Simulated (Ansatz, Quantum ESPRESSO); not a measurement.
# TaOs3 (Pm-3m): zone-centre phonons

Which modes does TaOs3 (Pm-3m) have at the zone centre?

Program: Quantum ESPRESSO 7.5. Level of theory: DFT PBEsol, scalar-relativistic, plane waves, GBRV ultrasoft pseudopotentials. Results are calculated unless marked as measured.

## (1) Set-up

The structure is cubic, space group Pm-3m (No. 221). The conventional cell has a = 3.915 Å, b = 3.915 Å, c = 3.915 Å, α = 90.00°, β = 90.00°, γ = 90.00°. Nearest to Ta lie 12 Os at 2.77 Å. Nearest to Os lie 4 Ta at 2.77 Å and 8 Os at 2.77 Å. Farther neighbours are not listed.

## (2) A first look

A cheap run with smearing and empty bands tells whether the crystal has a gap, which decides between fixed occupations and smearing later on.

Input file probe.in:

```
&control
   calculation = 'scf'
   prefix = 'x'
   outdir = './tmp'
   pseudo_dir = './pseudo'
   tprnfor = .true.
   tstress = .true.
   verbosity = 'high'
/
&system
   ibrav = 1
   celldm(1) = 7.39822577
   nat = 4
   ntyp = 2
   ecutwfc = 40.0
   ecutrho = 240.0
   occupations = 'smearing'
   smearing = 'gaussian'
   degauss = 0.01
/
&electrons
   conv_thr = 1.0d-07
   mixing_beta = 0.7
   electron_maxstep = 100
/
ATOMIC_SPECIES
 Ta    180.9479  Ta.upf
 Os    190.2300  Os.upf
ATOMIC_POSITIONS crystal
 Ta     0.000000000   0.000000000   0.000000000
 Os     0.000000000   0.500000000   0.500000000
 Os     0.500000000   0.000000000   0.500000000
 Os     0.500000000   0.500000000   0.000000000
K_POINTS automatic
 6 6 6 0 0 0
```

Run with:

```bash
$ OMP_NUM_THREADS=1 mpirun -n 4 pw.x -nk 4 -in probe.in > probe.out
```

Log:

```text
[banners, grids, parts of the stress and lines that vanish by symmetry left out]
Program PWSCF v.7.5
     bravais-lattice index     =            1
     lattice parameter (alat)  =       7.3982  a.u.
[...]
kinetic-energy cutoff     =      40.0000  Ry
     charge density cutoff     =     240.0000  Ry
     scf convergence threshold =      1.0E-07
[...]
Exchange-correlation= SLA  PW   PSX  PSC
                           (   1   4  10   8   0   0   0)
[...]
48 Sym. Ops., with inversion, found
[...]
(     0          1          0      )
                  (     0          0          1      )
[...]
(  0.0000000  1.0000000  0.0000000 )
                  (  0.0000000  0.0000000  1.0000000 )
[...]
(     0         -1          0      )
                  (     0          0          1      )
[...]
(     1          0          0      )
[...]
( -1.0000000  0.0000000  0.0000000 )
                  (  0.0000000  1.0000000  0.0000000 )
[...]
number of k points=    20  Gaussian smearing, width (Ry)=  0.0100
[...]
End of self-consistent calculation
[...]
the Fermi energy is    23.5827 ev
!    total energy              =    -737.49955557 Ry
[...]
convergence has been achieved in   9 iterations
[...]
atom    1 type  1   force =     0.00000000    0.00000000    0.00000000
     atom    2 type  2   force =     0.00000000    0.00000000    0.00000000
     atom    3 type  2   force =     0.00000000    0.00000000    0.00000000
     atom    4 type  2   force =     0.00000000    0.00000000    0.00000000
[...]
Total force =     0.000000     Total SCF correction =     0.000000
[...]
total   stress  (Ry/bohr**3)                   (kbar)     P=      -70.55
[...]
XML data file, charge density, pseudopotentials, collected wavefunctions

   JOB DONE.
```

It took 11 s on 4 MPI ranks of Arm Neoverse V1, shared host; 41 s of CPU time.

Read from the output:

```yaml
volume_per_atom: 15.00 Å³
pressure: -7.055 GPa
gap_on_the_k_mesh: 0 eV
```

No gap opens on this mesh, so smearing is kept; the start stands at -7.1 GPa.

## (3) Relaxing the cell and atoms

Frequencies change by per cents with a per cent of volume, so the structure is first brought to rest at this level of theory.

Input file relax.in:

```
&control
   calculation = 'vc-relax'
   prefix = 'x'
   outdir = './tmp'
   pseudo_dir = './pseudo'
   tprnfor = .true.
   tstress = .true.
   forc_conv_thr = 2.0d-05
   etot_conv_thr = 1.0d-07
   nstep = 40
/
&system
   ibrav = 1
   celldm(1) = 7.39822577
   nat = 4
   ntyp = 2
   ecutwfc = 40.0
   ecutrho = 240.0
   occupations = 'smearing'
   smearing = 'mv'
   degauss = 0.02
/
&electrons
   conv_thr = 1.0d-11
   mixing_beta = 0.7
   electron_maxstep = 100
/
&ions
/
&cell
   press_conv_thr = 0.2
/
ATOMIC_SPECIES
 Ta    180.9479  Ta.upf
 Os    190.2300  Os.upf
ATOMIC_POSITIONS crystal
 Ta     0.000000000   0.000000000   0.000000000
 Os     0.000000000   0.500000000   0.500000000
 Os     0.500000000   0.000000000   0.500000000
 Os     0.500000000   0.500000000   0.000000000
K_POINTS automatic
 8 8 8 0 0 0
```

Run with:

```bash
$ OMP_NUM_THREADS=1 mpirun -n 4 pw.x -nk 4 -in relax.in > relax.out
```

Log:

```text
[banners, grids, parts of the stress and lines that vanish by symmetry left out]
[banner, memory and clock lines left out]
Program PWSCF v.7.5

[...]
kinetic-energy cutoff     =      40.0000  Ry
     charge density cutoff     =     240.0000  Ry
     scf convergence threshold =      1.0E-11
[...]
energy convergence thresh.=      1.0E-07
     force convergence thresh. =      2.0E-05
     press convergence thresh. =      2.0E-01
     Exchange-correlation= SLA  PW   PSX  PSC
                           (   1   4  10   8   0   0   0)
[...]
48 Sym. Ops., with inversion, found
[...]
number of k points=    35  Marzari-Vanderbilt smearing, width (Ry)=  0.0200
[...]
End of self-consistent calculation
[...]
the Fermi energy is    23.5500 ev
!    total energy              =    -737.49652228 Ry
[...]
convergence has been achieved in  11 iterations
[...]
atom    1 type  1   force =     0.00000000    0.00000000    0.00000000
     atom    2 type  2   force =     0.00000000    0.00000000    0.00000000
     atom    3 type  2   force =     0.00000000    0.00000000    0.00000000
     atom    4 type  2   force =     0.00000000    0.00000000    0.00000000
     Total force =     0.000000     Total SCF correction =     0.000000
[...]
total   stress  (Ry/bohr**3)                   (kbar)     P=      -68.32
[...]
number of bfgs steps    =   0
[...]
CELL_PARAMETERS (alat=  7.39822577)
[...]
ATOMIC_POSITIONS (crystal)
Ta               0.0000000000        0.0000000000        0.0000000000
Os               0.0000000000        0.5000000000        0.5000000000
Os               0.5000000000        0.0000000000        0.5000000000
Os               0.5000000000        0.5000000000        0.0000000000
[...]
New effective cutoffs (rho, wfc):  245.12   40.94
[...]
End of self-consistent calculation
[...]
the Fermi energy is    24.5453 ev
!    total energy              =    -737.49718947 Ry
[...]
convergence has been achieved in  10 iterations
[...]
atom    1 type  1   force =     0.00000000    0.00000000    0.00000000
     atom    2 type  2   force =     0.00000000    0.00000000    0.00000000
     atom    3 type  2   force =     0.00000000    0.00000000    0.00000000
     atom    4 type  2   force =     0.00000000    0.00000000    0.00000000
     Total force =     0.000000     Total SCF correction =     0.000000
[...]
total   stress  (Ry/bohr**3)                   (kbar)     P=       58.26
[...]
number of bfgs steps    =   1
[...]
CELL_PARAMETERS (alat=  7.39822577)
[...]
ATOMIC_POSITIONS (crystal)
[...]
New effective cutoffs (rho, wfc):  242.53   40.51
[...]
End of self-consistent calculation
[...]
the Fermi energy is    24.0875 ev
!    total energy              =    -737.49837727 Ry
[...]
convergence has been achieved in   9 iterations
[...]
atom    1 type  1   force =     0.00000000    0.00000000    0.00000000
     atom    2 type  2   force =     0.00000000    0.00000000    0.00000000
     atom    3 type  2   force =     0.00000000    0.00000000    0.00000000
     atom    4 type  2   force =     0.00000000    0.00000000    0.00000000
     Total force =     0.000000     Total SCF correction =     0.000000
[...]
total   stress  (Ry/bohr**3)                   (kbar)     P=       -1.89
[...]
number of bfgs steps    =   2
[...]
CELL_PARAMETERS (alat=  7.39822577)
[...]
ATOMIC_POSITIONS (crystal)
[...]
New effective cutoffs (rho, wfc):  242.61   40.52
[...]
End of self-consistent calculation
[...]
the Fermi energy is    24.1019 ev
!    total energy              =    -737.49837860 Ry
[...]
convergence has been achieved in   7 iterations
[...]
atom    1 type  1   force =     0.00000000    0.00000000    0.00000000
     atom    2 type  2   force =     0.00000000    0.00000000    0.00000000
     atom    3 type  2   force =     0.00000000    0.00000000    0.00000000
     atom    4 type  2   force =     0.00000000    0.00000000    0.00000000
     Total force =     0.000000     Total SCF correction =     0.000000
[...]
total   stress  (Ry/bohr**3)                   (kbar)     P=       -0.05
[...]
number of bfgs steps    =   3
[...]
small trust_radius: resetting bfgs history
[...]
CELL_PARAMETERS (alat=  7.39822577)
[...]
ATOMIC_POSITIONS (crystal)
[...]
New effective cutoffs (rho, wfc):  242.61   40.52
[...]
End of self-consistent calculation
[...]
the Fermi energy is    24.1026 ev
!    total energy              =    -737.49837860 Ry
[...]
convergence has been achieved in   5 iterations
[...]
atom    1 type  1   force =     0.00000000    0.00000000    0.00000000
     atom    2 type  2   force =     0.00000000    0.00000000    0.00000000
     atom    3 type  2   force =     0.00000000    0.00000000    0.00000000
     atom    4 type  2   force =     0.00000000    0.00000000    0.00000000
     Total force =     0.000000     Total SCF correction =     0.000000
[...]
total   stress  (Ry/bohr**3)                   (kbar)     P=        0.04
[...]
bfgs converged in   5 scf cycles and   4 bfgs steps
[...]
End of BFGS Geometry Optimization
     Final enthalpy           =    -737.4983785983 Ry
     File ./tmp/x.bfgs deleted, as requested
[...]
CELL_PARAMETERS (alat=  7.39822577)
[...]
ATOMIC_POSITIONS (crystal)
[...]
Os               0.5000000000        0.0000000000        0.5000000000
Os               0.5000000000        0.5000000000        0.0000000000
[...]
Final scf calculation at the relaxed structure.
[...]
kinetic-energy cutoff     =      40.0000  Ry
     charge density cutoff     =     240.0000  Ry
     scf convergence threshold =      1.0E-13
[...]
press convergence thresh. =      2.0E-01
     Exchange-correlation= SLA  PW   PSX  PSC
                           (   1   4  10   8   0   0   0)
[...]
48 Sym. Ops., with inversion, found
[...]
number of k points=    35  Marzari-Vanderbilt smearing, width (Ry)=  0.0200
[...]
End of self-consistent calculation
[...]
the Fermi energy is    24.1027 ev
!    total energy              =    -737.49805919 Ry
[...]
convergence has been achieved in  14 iterations
[...]
atom    1 type  1   force =     0.00000000    0.00000000    0.00000000
     atom    2 type  2   force =     0.00000000    0.00000000    0.00000000
     atom    3 type  2   force =     0.00000000    0.00000000    0.00000000
     atom    4 type  2   force =     0.00000000    0.00000000    0.00000000
     Total force =     0.000000     Total SCF correction =     0.000000
[...]
total   stress  (Ry/bohr**3)                   (kbar)     P=       -0.19
[...]
XML data file, charge density, pseudopotentials, collected wavefunctions
```

Wall time 86 s (4 MPI ranks); 5.7 min of CPU time.

Step by step:

```csv
step,energy less that of the first step (eV),largest force (eV/Å),pressure (GPa),volume (Å³)
1,0.0000,0.0000,-6.83,60.00
2,-0.0091,0.0000,5.83,57.94
3,-0.0252,0.0000,-0.19,58.87
4,-0.0253,0.0000,-0.01,58.84
5,-0.0253,0.0000,0.00,58.84
6,-0.0209,0.0000,-0.02,58.84
```

| conventional cell, symmetrised | before | after | change |
| --- | --- | --- | --- |
| a (Å) | 3.915 | 3.889 | -0.7 % |
| b (Å) | 3.915 | 3.889 | -0.7 % |
| c (Å) | 3.915 | 3.889 | -0.7 % |
| volume (Å³/atom) | 15.00 | 14.71 | -1.9 % |

Final coordinates:

```
CELL_PARAMETERS angstrom
3.88948 0.00000 0.00000
0.00000 3.88948 0.00000
0.00000 0.00000 3.88948
ATOMIC_POSITIONS crystal
Ta 0.00000 0.00000 0.00000
Os 0.00000 0.50000 0.50000
Os 0.50000 0.00000 0.50000
Os 0.50000 0.50000 0.00000
```

The last row of the table of steps is pw.x's closing run on a basis chosen anew for the final cell, so its energy can jump.

This step gave:

```yaml
volume_per_atom: 14.71 Å³
pressure: -0.019 GPa
```

The volume changes by -1.9 % from the cell with which this run began.

## (4) Self-consistent run for the response

Perturbation theory inherits every error of the wavefunctions, so the threshold is set near the limit of the arithmetic. Smearing stays on, as the first look found no gap above 0.3 eV.

Input file scf.in:

```
&control
   calculation = 'scf'
   prefix = 'x'
   outdir = './tmp'
   pseudo_dir = './pseudo'
   tprnfor = .true.
   tstress = .true.
/
&system
   ibrav = 1
   celldm(1) = 7.35005941
   nat = 4
   ntyp = 2
   ecutwfc = 40.0
   ecutrho = 240.0
   occupations = 'smearing'
   smearing = 'mv'
   degauss = 0.02
/
&electrons
   conv_thr = 1.0d-12
   mixing_beta = 0.7
   electron_maxstep = 100
/
ATOMIC_SPECIES
 Ta    180.9479  Ta.upf
 Os    190.2300  Os.upf
ATOMIC_POSITIONS crystal
 Ta     0.000000000   0.000000000   0.000000000
 Os     0.000000000   0.500000000   0.500000000
 Os     0.500000000   0.000000000   0.500000000
 Os     0.500000000   0.500000000   0.000000000
K_POINTS automatic
 8 8 8 0 0 0
```

Run with:

```bash
$ OMP_NUM_THREADS=1 mpirun -n 4 pw.x -nk 4 -in scf.in > scf.out
```

Log:

```text
[banners, grids, parts of the stress and lines that vanish by symmetry left out]
[banner, memory and clock lines left out]
Program PWSCF v.7.5

[...]
kinetic-energy cutoff     =      40.0000  Ry
     charge density cutoff     =     240.0000  Ry
     scf convergence threshold =      1.0E-12
[...]
Exchange-correlation= SLA  PW   PSX  PSC
                           (   1   4  10   8   0   0   0)
[...]
48 Sym. Ops., with inversion, found
[...]
number of k points=    35  Marzari-Vanderbilt smearing, width (Ry)=  0.0200
[...]
End of self-consistent calculation
[...]
the Fermi energy is    24.1027 ev
!    total energy              =    -737.49805919 Ry
[...]
convergence has been achieved in  14 iterations
[...]
atom    1 type  1   force =     0.00000000    0.00000000    0.00000000
     atom    2 type  2   force =     0.00000000    0.00000000    0.00000000
     atom    3 type  2   force =     0.00000000    0.00000000    0.00000000
     atom    4 type  2   force =     0.00000000    0.00000000    0.00000000
     Total force =     0.000000     Total SCF correction =     0.000000
[...]
total   stress  (Ry/bohr**3)                   (kbar)     P=       -0.19
[...]
XML data file, charge density, pseudopotentials, collected wavefunctions
```

The job ended after 21 s (4 MPI ranks).

The cell stands at -0.019 GPa, close enough for phonons.

(Part 1 of 3 ends here.)

[Host names and launcher messages were left out of these logs when they were recorded.]

[Logs are printed without paths, hosts, clocks, repeated set-up lines and the standing remarks that a program may print on its own settings, such as how far it seeks lower states.]

[Hosts, paths, dates, database ids (printed as entryN), source tags and the programs' standing remarks are cut or masked in the printed files.]
